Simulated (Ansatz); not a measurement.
Two G0W0 runs on PtSe2 (1T monolayer).

The cell holds 3 atoms: 1 Pt and 2 Se. Its edges and angles: a = 3.750 Å, b = 3.750 Å, c = 28.400 Å, α = 90.0°, β = 90.0°, γ = 120.0°. Vacuum lies along c.

```
Pt Se
1.0
     3.75049    0.00000    0.00000
    -1.87525    3.24802    0.00000
     0.00000    0.00000   28.40000
Pt Se
1 2
Cartesian
  0.0000 0.0000 14.2000
  0.0000 2.1653 15.5054
  1.8752 1.0827 12.8946
```

The structure was relaxed with PBE. The runs that relaxed it are not among those shown. Spin-orbit coupling is left out unless a run names it. PAW set soft_2, made with PBE.

The first (Ansatz 0.2.0; start PBE, 3×3×1 mesh, 421 empty bands, screening to 66 eV; 1 × NVIDIA H100 80GB HBM3 (shared by 6 runs) with 3 threads of AMD EPYC 7R13 (Zen 3), shared host) gave, on its mesh: starting gap 1.77 eV, G0W0 gap 2.78 eV, mean of 1 + 4πα/V (set by the cell height) 2.32, 15 s.

The second gave: starting gap 1.40 eV, G0W0 gap 2.20 eV, mean of 1 + 4πα/V (set by the cell height) 3.31, 39 s.

Q: What was changed in the input? Choose among start, files, mesh, bands and cutoff, frequency model or another key.

Changed: mesh from 3×3×1 to 9×9×1. Other changes could give like numbers; this is the one that was made.

Limits: not at the basis limit; coarse mesh for a sheet; no spin polarisation; d states lean on the start; no spin-orbit coupling.

[Paths, hosts, dates, memory and timing lines, banners, echoed tables and standing remarks are left out of the program output.]

[Logs are printed without paths, hosts, clocks, repeated set-up lines and the standing remarks that a program may print on its own settings, such as how far it seeks lower states.]

[Runs of the session that timed out or met a known fault of the program may be left out.]

[Cells called generated may have been cut or substituted from an entry of the Crystallography Open Database or the Materials Project.]

[Hosts, paths, dates, database ids (printed as entryN), source tags and the programs' standing remarks are cut or masked in the printed files.]
